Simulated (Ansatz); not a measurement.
## The perfect InAs wire along [110], 6 atoms a period, H-terminated

Wanted: the relaxed geometry and the bands of the InAs wire along [110], 6 atoms a period, H-terminated.

Calculated with Ansatz 0.2.0; DFT PBE, plane waves, PAW; relaxation of a wire's period; PAW set soft_1, in the first sound run; inputs show where later runs differ.

### 1. The structure

The cell holds 14 atoms: 3 As, 8 H and 3 In. Its edges and angles: a = 13.365 Å, b = 14.084 Å, c = 4.377 Å, α = 90.0°, β = 90.0°, γ = 90.0°. Vacuum lies along a and b. The structure's axis is c.

### 2. The relaxed wire

Band widths follow the bond lengths, so the wire is relaxed first. The atoms and the third cell vector are free; the box across stays fixed as vacuum. A Fermi-Dirac smearing is set since the result may be a metal. The pressure printed is a third of the stress's trace over the whole box, vacuum included; only the stress along the axis is relaxed.

Contents of input.yaml:

```yaml
crystal:
  lattice:
    - [13.365, 0.0, 0.0]
    - [0.0, 14.084, 0.0]
    - [0.0, 0.0, 4.3769909755]
  atoms:
    - { symbol: As, position: [0.321353754, 0.499990017, 0.0] }
    - { symbol: H, position: [0.36024762, 0.758571344, 0.0] }
    - { symbol: In, position: [0.437141258, 0.655378791, 0.0] }
    - { symbol: In, position: [0.437141258, 0.344601244, 0.0] }
    - { symbol: H, position: [0.745609906, 0.499990017, 0.167953642] }
    - { symbol: H, position: [0.25439581, 0.499990017, 0.289141492] }
    - { symbol: As, position: [0.552928763, 0.655378791, 0.5] }
    - { symbol: As, position: [0.552928763, 0.344601244, 0.5] }
    - { symbol: H, position: [0.619886707, 0.745237474, 0.5] }
    - { symbol: H, position: [0.619886707, 0.25474256, 0.5] }
    - { symbol: In, position: [0.668716268, 0.499990017, 0.5] }
    - { symbol: H, position: [0.25439581, 0.499990017, 0.710858508] }
    - { symbol: H, position: [0.745609906, 0.499990017, 0.832046358] }
    - { symbol: H, position: [0.36024762, 0.241408691, 0.0] }
kpoints:
  mp_grid: { grid: [1, 1, 19] }
scf:
  occupations: { method: fermi_dirac, width: 0.05 }
hamiltonian:
  xc: pbe
  pseudopotentials: { kind: paw, azcp: { folder: soft_1 } }
relax:
  cell: { fix: [a, b, alpha, beta, gamma] }
  max_steps: 45
  f_tol: 0.03
```

On the command line:

```sh
ansatz run input.yaml --threads 4 --pin off --max-ram 16384MiB --backend cpu --events-out ev --progress --plain --runs-dir out
```

Numbers of over 12 decimals in the logs are rounded to 6 here.

The program printed:

```text
Engine: ansatz 0.2.0, aarch64-unknown-linux-gnu
Pseudopotentials: kind: paw
Pseudopotential: As, paw, valence charge 15, recommended cutoff 420 eV (normal), soft_1/As.paw.azcp
Pseudopotential: H, paw, valence charge 1, recommended cutoff 420 eV (normal), soft_1/H.paw.azcp
Pseudopotential: In, paw, valence charge 13, recommended cutoff 420 eV (normal), soft_1/In.paw.azcp
Functional definition: PBE
  parameter kappa = 0.804
  parameter beta = 0.066725
  exchange = pbe_x(kappa = kappa, mu = beta*pi^2/3)
  correlation = pbe_c(beta = beta)
Crystal: 14 atoms, lattice volume = 823.893 Å³
Basis set: ecut = 420 eV, 16185 PW (Γ), exchange–correlation on 180×192×60 points (8 copies of the dense FFT grid, shifted against one another)
Bands: 60, of which v1, the nominal top of the filled ones, is band 46 counted from 1 (45 counted from 0)
Symmetry: 4 space group operations
Space group: Pmm2 (ITA 25), of the structure as read, at distance tolerance 9.4e-5 Å
k-points: 10 of 19
Non-local potential: As, projectors of the file, l = 0: 2, l = 1: 2, l = 2: 3, l = 3: 1
Non-local potential: H, projectors of the file, l = 0: 2, l = 1: 1
Non-local potential: In, projectors of the file, l = 0: 2, l = 1: 2, l = 2: 2, l = 3: 1
PAW form: soft (Blöchl's): semilocal exchange-correlation on the pseudo side does not see the compensation charge
PAW one-centre angular grid: As, 590 points (default); XC on 64 Gauss nodes
PAW one-centre angular grid: H, 110 points (default); XC on 64 Gauss nodes
PAW one-centre angular grid: In, 590 points (default); XC on 64 Gauss nodes
Initial density: superposition of atomic densities (neutral atoms: chi_scale 0, normalization atom)
Initial wavefunctions: pseudopotential atomic-orbital guess
Functional: x = pbe(κ = 0.804, μ = 0.219515), c = pbe(β = 0.066725)
SCF iter   1: F=—  HF=-31488.883159 eV  |F-HF|=—  |Δ(HF+E_count)|=         —  Δρ=2.94e-2  dr2=9.01e0  ethr=3.10e-3  ⟨swp⟩=7.5  Hψ=2756  notcnv=0  defer=5
preconditioner: auto → Resta (q_TF=auto, 1.893 Å⁻¹)  ε∞=1.6  [insulator: Δε(μ)=1.488 eV  Ē_g=13.205 eV  σ=0.050 eV  W_gap=1.00  n_scr=94 (ndim 8)  ℏωp=10.2 eV  f_vac=0.625  D(μ)=0.00/eV (n_scr^D=0)  ε∞_Penn≈1.6  vacuum switching on, ρ_ref=1.3e-2 e/Å³]
SCF iter   2: F=—  HF=-31486.483136 eV  |F-HF|=—  |Δ(HF+E_count)|=    2.40e0  Δρ=1.10e-2  dr2=1.89e0  ethr=3.10e-3  ⟨swp⟩=4.1  Hψ=1261  notcnv=0  defer=69
SCF iter   3: F=—  HF=-31486.442142 eV  |F-HF|=—  |Δ(HF+E_count)|=   4.10e-2  Δρ=7.22e-3  dr2=1.42e0  ethr=2.05e-3  ⟨swp⟩=3.5  Hψ=924  notcnv=0  defer=62
SCF iter   4: F=—  HF=-31486.088690 eV  |F-HF|=—  |Δ(HF+E_count)|=   3.53e-1  Δρ=1.97e-3  dr2=3.27e-2  ethr=1.55e-3  ⟨swp⟩=3.0  Hψ=830  notcnv=0  defer=75
SCF iter   5: F=—  HF=-31486.088925 eV  |F-HF|=—  |Δ(HF+E_count)|=   2.35e-4  Δρ=7.75e-4  dr2=5.33e-3  ethr=3.55e-5  ⟨swp⟩=2.1  Hψ=874  notcnv=0  defer=75
SCF iter   6: F=—  HF=-31486.089892 eV  |F-HF|=—  |Δ(HF+E_count)|=   9.67e-4  Δρ=2.81e-4  dr2=2.19e-3  ethr=5.80e-6  ⟨swp⟩=2.0  Hψ=634  notcnv=0  defer=75
SCF iter   7: F=—  HF=-31486.089977 eV  |F-HF|=—  |Δ(HF+E_count)|=   8.52e-5  Δρ=1.74e-4  dr2=8.43e-4  ethr=2.39e-6  ⟨swp⟩=2.0  Hψ=594  notcnv=0  defer=75
SCF iter   8: F=—  HF=-31486.089910 eV  |F-HF|=—  |Δ(HF+E_count)|=   6.73e-5  Δρ=6.66e-5  dr2=1.09e-4  ethr=9.16e-7  ⟨swp⟩=1.9  Hψ=534  notcnv=0  defer=75
SCF iter   9: F=—  HF=-31486.089902 eV  |F-HF|=—  |Δ(HF+E_count)|=   7.63e-6  Δρ=2.32e-5  dr2=1.15e-5  ethr=1.19e-7  ⟨swp⟩=1.6  Hψ=536  notcnv=0  defer=75
SCF iter  10: F=—  HF=-31486.089956 eV  |F-HF|=—  |Δ(HF+E_count)|=   5.34e-5  Δρ=4.91e-6  dr2=4.43e-7  ethr=1.25e-8  ⟨swp⟩=2.0  Hψ=711  notcnv=0  defer=75
SCF iter  11: F=-31486.089956 eV  HF=-31486.089956 eV  |F-HF|=2.64e-8  |Δ(HF+E_count)|=   1.53e-7  Δρ=2.03e-6  dr2=8.10e-8  ethr=1.09e-10  ⟨swp⟩=4.7  Hψ=1875  notcnv=0
SCF 1 converged in 11 iterations: F = -31486.089956 eV  dr2 = 8.10e-8
  greatest PAW one-centre occupation: 0.999 electrons in one spin orbital (limit 2), on the As atom at site 0 (counted from 0), in its partial waves of l = 2
relax step   1: F+E_penalty+E_count = -31486.08995570 eV  Δ(F+E_penalty+E_count) = +0.000e0 eV  max|allowed force component| = 1.334e0 eV/Å  Δτ_max = 0.0000 Å  P = +0.018 GPa  Ω = 823.893 Å³  fix = [a, b, alpha, beta, gamma]  reactions: a -0.122, b -0.174 GPa  (11 SCF iters, dr2 threshold 1.00e-7 eV, accepted)
Crystal: 14 atoms, lattice volume = 830.768 Å³
Basis set: ecut = 420 eV, 16321 PW (Γ), exchange–correlation on 180×192×60 points (8 copies of the dense FFT grid, shifted against one another)
Initial density: handed on by an earlier stage of this run
Initial wavefunctions: those handed on with the density
iter 1 solved again at ethr=3.58e-4 eV; its pass at ethr=3.10e-3 eV (dr2=3.29e-1 eV) is discarded
SCF iter   1: F=—  HF=-31486.910226 eV  |F-HF|=—  |Δ(HF+E_count)|=         —  Δρ=6.88e-3  dr2=3.30e-1  ethr=3.58e-4  ⟨swp⟩=2.8  Hψ=2969  notcnv=0
preconditioner: auto → Resta (q_TF=auto, 1.891 Å⁻¹)  ε∞=1.6  [insulator: Δε(μ)=0.559 eV  Ē_g=13.148 eV  σ=0.050 eV  W_gap=0.99  n_scr=94 (ndim 8)  ℏωp=10.1 eV  f_vac=0.666  D(μ)=0.02/eV (n_scr^D=0)  ε∞_Penn≈1.6  vacuum switching on, ρ_ref=1.3e-2 e/Å³]
SCF iter   2: F=—  HF=-31486.837958 eV  |F-HF|=—  |Δ(HF+E_count)|=   7.23e-2  Δρ=3.42e-3  dr2=5.60e-2  ethr=3.58e-4  ⟨swp⟩=4.3  Hψ=1007  notcnv=0
SCF iter   3: F=—  HF=-31486.833195 eV  |F-HF|=—  |Δ(HF+E_count)|=   4.76e-3  Δρ=1.05e-3  dr2=1.49e-2  ethr=6.08e-5  ⟨swp⟩=3.8  Hψ=1204  notcnv=0  defer=56
SCF iter   4: F=—  HF=-31486.830463 eV  |F-HF|=—  |Δ(HF+E_count)|=   2.73e-3  Δρ=2.48e-4  dr2=4.11e-4  ethr=1.62e-5  ⟨swp⟩=2.4  Hψ=845  notcnv=0  defer=56
SCF iter   5: F=—  HF=-31486.830573 eV  |F-HF|=—  |Δ(HF+E_count)|=   1.10e-4  Δρ=6.59e-5  dr2=5.17e-5  ethr=4.47e-7  ⟨swp⟩=2.0  Hψ=852  notcnv=0  defer=56
SCF iter   6: F=—  HF=-31486.830575 eV  |F-HF|=—  |Δ(HF+E_count)|=   2.12e-6  Δρ=2.32e-5  dr2=9.29e-6  ethr=5.62e-8  ⟨swp⟩=2.5  Hψ=822  notcnv=0  defer=56
SCF iter   7: F=-31486.830575 eV  HF=-31486.830575 eV  |F-HF|=5.44e-8  |Δ(HF+E_count)|=   2.93e-7  Δρ=6.86e-6  dr2=4.30e-7  ethr=1.52e-9  ⟨swp⟩=3.0  Hψ=2180  notcnv=0
SCF 2 converged in 7 iterations: F = -31486.830575 eV  dr2 = 4.30e-7
relax step   2: F+E_penalty+E_count = -31486.83057482 eV  Δ(F+E_penalty+E_count) = -7.406e-1 eV  max|allowed force component| = 5.557e-1 eV/Å  Δτ_max = 0.1939 Å  P = +0.040 GPa  Ω = 830.768 Å³  energy of the carried Pulay correction = -8.098e-4 eV  fix = [a, b, alpha, beta, gamma]  reactions: a -0.181, b +0.030 GPa  (7 SCF iters, dr2 threshold 1.40e-6 eV, accepted)
Crystal: 14 atoms, lattice volume = 851.212 Å³
[...]
SCF iter   5: F=—  HF=-31486.989265 eV  |F-HF|=—  |Δ(HF+E_count)|=   6.50e-5  Δρ=5.21e-5  dr2=2.43e-5  ethr=2.70e-7  ⟨swp⟩=2.0  Hψ=1008  notcnv=0  defer=67
SCF iter   6: F=—  HF=-31486.989269 eV  |F-HF|=—  |Δ(HF+E_count)|=   3.84e-6  Δρ=1.77e-5  dr2=9.31e-6  ethr=2.65e-8  ⟨swp⟩=2.1  Hψ=994  notcnv=0  defer=67
SCF iter   7: F=-31486.989267 eV  HF=-31486.989267 eV  |F-HF|=3.73e-8  |Δ(HF+E_count)|=   1.79e-6  Δρ=5.29e-6  dr2=3.03e-7  ethr=1.52e-9  ⟨swp⟩=3.1  Hψ=2205  notcnv=0
SCF 3 converged in 7 iterations: F = -31486.989267 eV  dr2 = 3.03e-7
relax step   3: F+E_penalty+E_count = -31486.98926741 eV  Δ(F+E_penalty+E_count) = -1.587e-1 eV  max|allowed force component| = 5.620e-1 eV/Å  Δτ_max = 0.1922 Å  P = +0.047 GPa  Ω = 851.212 Å³  energy of the carried Pulay correction = -3.179e-3 eV  fix = [a, b, alpha, beta, gamma]  reactions: a -0.088, b +0.022 GPa  (7 SCF iters, dr2 threshold 1.40e-6 eV, accepted)
[...]
relax step   4: F+E_penalty+E_count = -31487.01634997 eV  Δ(F+E_penalty+E_count) = -2.708e-2 eV  max|allowed force component| = 1.050e-1 eV/Å  Δτ_max = 0.0431 Å  P = -0.009 GPa  Ω = 856.024 Å³  energy of the carried Pulay correction = -3.728e-3 eV  fix = [a, b, alpha, beta, gamma]  reactions: a -0.045, b -0.038 GPa  (6 SCF iters, dr2 threshold 1.40e-6 eV, accepted)
[...]
relax step   5: F+E_penalty+E_count = -31487.01825777 eV  Δ(F+E_penalty+E_count) = -1.908e-3 eV  max|allowed force component| = 1.153e-2 eV/Å  Δτ_max = 0.0168 Å  P = +0.005 GPa  Ω = 859.517 Å³  energy of the carried Pulay correction = -4.125e-3 eV  fix = [a, b, alpha, beta, gamma]  reactions: a -0.005, b +0.006 GPa  (5 SCF iters, dr2 threshold 6.89e-7 eV, accepted)
Basis set: ecut = 420 eV, 16829 PW (Γ), exchange–correlation on 180×192×64 points (8 copies of the dense FFT grid, shifted against one another)
Initial wavefunctions: pseudopotential atomic-orbital guess (no wavefunctions were taken with the density)
iter 1 solved again at ethr=7.99e-8 eV; its pass at ethr=3.10e-3 eV (dr2=7.35e-5 eV) is discarded
SCF iter   1: F=—  HF=-31487.012409 eV  |F-HF|=—  |Δ(HF+E_count)|=         —  Δρ=1.51e-4  dr2=7.68e-6  ethr=7.99e-8  ⟨swp⟩=4.0  Hψ=4518  notcnv=0
preconditioner: auto → Resta (q_TF=auto, 1.880 Å⁻¹)  ε∞=1.6  [insulator: Δε(μ)=1.078 eV  Ē_g=13.210 eV  σ=0.050 eV  W_gap=1.00  n_scr=92 (ndim 8)  ℏωp=10.0 eV  f_vac=0.673  D(μ)=0.00/eV (n_scr^D=0)  ε∞_Penn≈1.6  vacuum switching on, ρ_ref=1.3e-2 e/Å³]
SCF iter   2: F=—  HF=-31487.020000 eV  |F-HF|=—  |Δ(HF+E_count)|=   7.59e-3  Δρ=7.57e-5  dr2=1.92e-6  ethr=8.35e-9  ⟨swp⟩=3.8  Hψ=1216  notcnv=0
SCF iter   3: F=—  HF=-31487.023418 eV  |F-HF|=—  |Δ(HF+E_count)|=   3.42e-3  Δρ=1.02e-5  dr2=4.99e-7  ethr=2.09e-9  ⟨swp⟩=3.0  Hψ=972  notcnv=0
SCF iter   4: F=—  HF=-31487.023508 eV  |F-HF|=—  |Δ(HF+E_count)|=   9.02e-5  Δρ=2.15e-6  dr2=2.91e-8  ethr=5.42e-10  ⟨swp⟩=3.0  Hψ=1184  notcnv=0
SCF iter   5: F=—  HF=-31487.023512 eV  |F-HF|=—  |Δ(HF+E_count)|=   4.73e-6  Δρ=5.79e-7  dr2=4.95e-9  ethr=3.16e-11  ⟨swp⟩=2.2  Hψ=789  notcnv=0
SCF iter   6: F=—  HF=-31487.023513 eV  |F-HF|=—  |Δ(HF+E_count)|=   2.13e-7  Δρ=2.33e-7  dr2=1.75e-9  ethr=5.38e-12  ⟨swp⟩=2.0  Hψ=760  notcnv=0
SCF iter   7: F=-31487.023513 eV  HF=-31487.023513 eV  |F-HF|=1.30e-9  |Δ(HF+E_count)|=   1.62e-8  Δρ=6.66e-8  dr2=5.28e-11  ethr=1.00e-12  ⟨swp⟩=3.6  Hψ=2174  notcnv=0
SCF 6 converged in 7 iterations: F = -31487.023513 eV  dr2 = 5.28e-11
relax step   6: F+E_penalty+E_count = -31487.02351270 eV  Δ(F+E_penalty+E_count) = -5.255e-3 eV  max|allowed force component| = 1.195e-2 eV/Å  Δτ_max = 0.0000 Å  P = +0.009 GPa  Ω = 859.517 Å³  fix = [a, b, alpha, beta, gamma]  reactions: a -0.003, b +0.008 GPa  stress off target by 2.27e-2 GPa on what of the cell is left free  SCF on the basis re-selected at this cell (its energy is not comparable with the rows above)  (7 SCF iters)
basis re-selected at this cell: Δ(F+E_penalty+E_count) = -5.255e-3 eV, ΔP = +0.004 GPa vs the last step (what re-selecting the basis moved, of the pressure what is left beyond the Pulay correction that the steps carried, after the strain that the cell walked since its last selection, with what the two solves' SCF thresholds leave and, on support functions, any second-order correction that the steps lacked; it is no measure of the basis error at this ecutwfc). The dense FFT grid was sized anew with the basis: this SCF ran on 90×96×32 points, the steps before it on 90×96×30, so part of this shift can come from that change (see relax.cell in the input reference). [rest of the remark cut]
SCF converged after 7 iterations
Free energy (F): -31487.023513 eV
Harris-Foulkes:  -31487.023513 eV  (|F-HF|=1.30e-9)
Internal energy: -31487.023509 eV  (E = F + TS)
E sigma→0 (E₀):  -31487.023511 eV
Entropy (-TS):   -0.000003 eV (-0.000 meV/atom)
Fermi energy:    -1.415607 eV
--- Per-component energies (eV) ---
  E_band       = -1824.920471
  E_kinetic    = 1047.852397
  E_local      = -32604.852649  (includes V_loc(G=0)·N_el)
  E_nonlocal   = -193.923854
  E_hartree    = 15838.146056
  E_xc         = -705.757088
  E_vxc        = -573.705133  (∫ρ·V_xc dr)
  E_paw        = -18674.142833  (= ΣΔE_a)
  E_vpaw       = -1176.576381  (= ΣTr[D̂ρ^β])
  E_aug_tail   = -0.006688  (compensation charges beyond the density's cutoff)
  E_ewald      = 3805.661149
  E_smearing   = -0.000003  (= −TS)
  E_closure    = -0.000000  (closes the sum)
  Σ components = -31487.023513   (vs F -31487.023513, Δ=0.00e0)
--- Forces (eV/Å), atoms counted from 1 ---
  atom   1  As     0.00094064     0.00000000     0.00000000
  atom   2  H      0.00282072     0.00269048     0.00000000
  atom   3  In    -0.00436504    -0.00036328     0.00000000
  atom   4  In    -0.00436504     0.00036328     0.00000000
  atom   5  H      0.00255913     0.00000000     0.01195195
  atom   6  H      0.00321512     0.00000000    -0.00502295
  atom   7  As    -0.01120811     0.00534936     0.00000000
  atom   8  As    -0.01120811    -0.00534936     0.00000000
  atom   9  H      0.00569468    -0.00278516     0.00000000
  atom  10  H      0.00569468     0.00278516     0.00000000
  atom  11  In     0.00162534     0.00000000     0.00000000
  atom  12  H      0.00321512     0.00000000     0.00502295
  atom  13  H      0.00255913     0.00000000    -0.01195195
  atom  14  H      0.00282072    -0.00269048     0.00000000
  max |Σ_I F_I| component: 1.06e-6 eV/Å
--- Stress (GPa, compression-positive) ---
       -0.002981       0.000000       0.000000
        0.000000       0.008240       0.000000
        0.000000       0.000000       0.022725
  P = ⅓ Tr σ = 0.0093 GPa (0.093 kbar)
--- Relaxed structure (5 steps of the walk, 5 accepted, 1 SCFs on fresh bases) ---
  F+E_penalty+E_count = -31487.02351270 eV   max|allowed force component| = 1.195e-2 eV/Å   (the final SCF, on the basis selected at the relaxed cell)
  cell:  # Å, volume = 859.5166 Å³
    - [13.365, 0.0, 0.0]
    - [0.0, 14.084, 0.0]
    - [0.0, 0.0, 4.566246]
  atoms:
    - { symbol: As, position: [0.342708, 0.500000, 1.910866478230979e-19] }
    - { symbol: H, position: [0.355683, 0.766953, 1.910866478230979e-19] }
    - { symbol: In, position: [0.438782, 0.671874, 1.910866478230979e-19] }
    - { symbol: In, position: [0.438782, 0.328126, 1.910866478230979e-19] }
    - { symbol: H, position: [0.740316, 0.500000, 0.155528] }
    - { symbol: H, position: [0.265859, 0.500000, 0.246090] }
    - { symbol: As, position: [0.544328, 0.642337, 0.500000] }
    - { symbol: As, position: [0.544328, 0.357663, 0.500000] }
    - { symbol: H, position: [0.606093, 0.733573, 0.500000] }
    - { symbol: H, position: [0.606093, 0.266427, 0.500000] }
    - { symbol: In, position: [0.685661, 0.500000, 0.500000] }
    - { symbol: H, position: [0.265859, 0.500000, 0.753910] }
    - { symbol: H, position: [0.740316, 0.500000, 0.844472] }
    - { symbol: H, position: [0.355683, 0.233047, 1.910866478230979e-19] }
```

It took 58 s on 4 threads of Arm Neoverse V2, shared host; peak memory 1.5 GiB; 3.8 min of CPU time.

Relaxation path:

| step | energy less that of the first step (eV) | largest force component (eV/Å) | pressure (GPa) | volume (Å³) |
| --- | --- | --- | --- | --- |
| 1 | 0.0000 | 1.3343 | 0.02 | 823.89 |
| 2 | -0.7406 | 0.5557 | 0.04 | 830.77 |
| 3 | -0.8993 | 0.5620 | 0.05 | 851.21 |
| 4 | -0.9264 | 0.1050 | -0.01 | 856.02 |
| 5 | -0.9283 | 0.0115 | 0.00 | 859.52 |
| 6* | -0.9336 | 0.0120 | 0.01 | 859.52 |

Relaxation steps marked * repeat the geometry before them on a plane-wave basis chosen anew for their cell, so energy and pressure can jump there.

Forces are held to the 4 operations that the run works with; a distortion that breaks them can't arise in this run.

```csv
cell as run,before,after,change
c (Å),4.377,4.566,+4.3 %
```

The atoms that moved most (Å, along periodic axes as changes of fractional coordinates times the final cell, across vacuum about the mean position):

| atom | dx | dy | dz | length |
| --- | --- | --- | --- | --- |
| As1 | 0.285 | 0.000 | 0.000 | 0.285 |
| H6 | 0.153 | 0.000 | -0.197 | 0.249 |
| H12 | 0.153 | 0.000 | 0.197 | 0.249 |
| H10 | -0.184 | 0.164 | 0.000 | 0.247 |
| H9 | -0.184 | -0.164 | 0.000 | 0.247 |
| In4 | 0.022 | -0.232 | 0.000 | 0.233 |
| In3 | 0.022 | 0.232 | 0.000 | 0.233 |
| In11 | 0.226 | 0.000 | 0.000 | 0.226 |

The relaxed structure:

```cif
data_structure
_symmetry_space_group_name_H-M 'P 1'
_symmetry_Int_Tables_number 1
_cell_length_a 13.3650
_cell_length_b 14.0840
_cell_length_c 4.5662
_cell_angle_alpha 90.000
_cell_angle_beta 90.000
_cell_angle_gamma 90.000
_cell_volume 859.52
loop_
_atom_site_label
_atom_site_type_symbol
_atom_site_fract_x
_atom_site_fract_y
_atom_site_fract_z
_atom_site_occupancy
As1 As 0.34271 0.50000 0.00000 1
H2 H 0.35568 0.76695 0.00000 1
In3 In 0.43878 0.67187 0.00000 1
In4 In 0.43878 0.32813 0.00000 1
H5 H 0.74032 0.50000 0.15553 1
H6 H 0.26586 0.50000 0.24609 1
As7 As 0.54433 0.64234 0.50000 1
As8 As 0.54433 0.35766 0.50000 1
H9 H 0.60609 0.73357 0.50000 1
H10 H 0.60609 0.26643 0.50000 1
In11 In 0.68566 0.50000 0.50000 1
H12 H 0.26586 0.50000 0.75391 1
H13 H 0.74032 0.50000 0.84447 1
H14 H 0.35568 0.23305 0.00000 1
```

Numbers from this step:

- cell length along the wire: 4.566 Å

The cell's length comes to 4.566 Å with spin left out.

(Part 1 of 3 ends here.)

[Logs are printed without paths, hosts, clocks, repeated set-up lines and the standing remarks that a program may print on its own settings, such as how far it seeks lower states.]

[Hosts, paths, dates, database ids (printed as entryN), source tags and the programs' standing remarks are cut or masked in the printed files.]
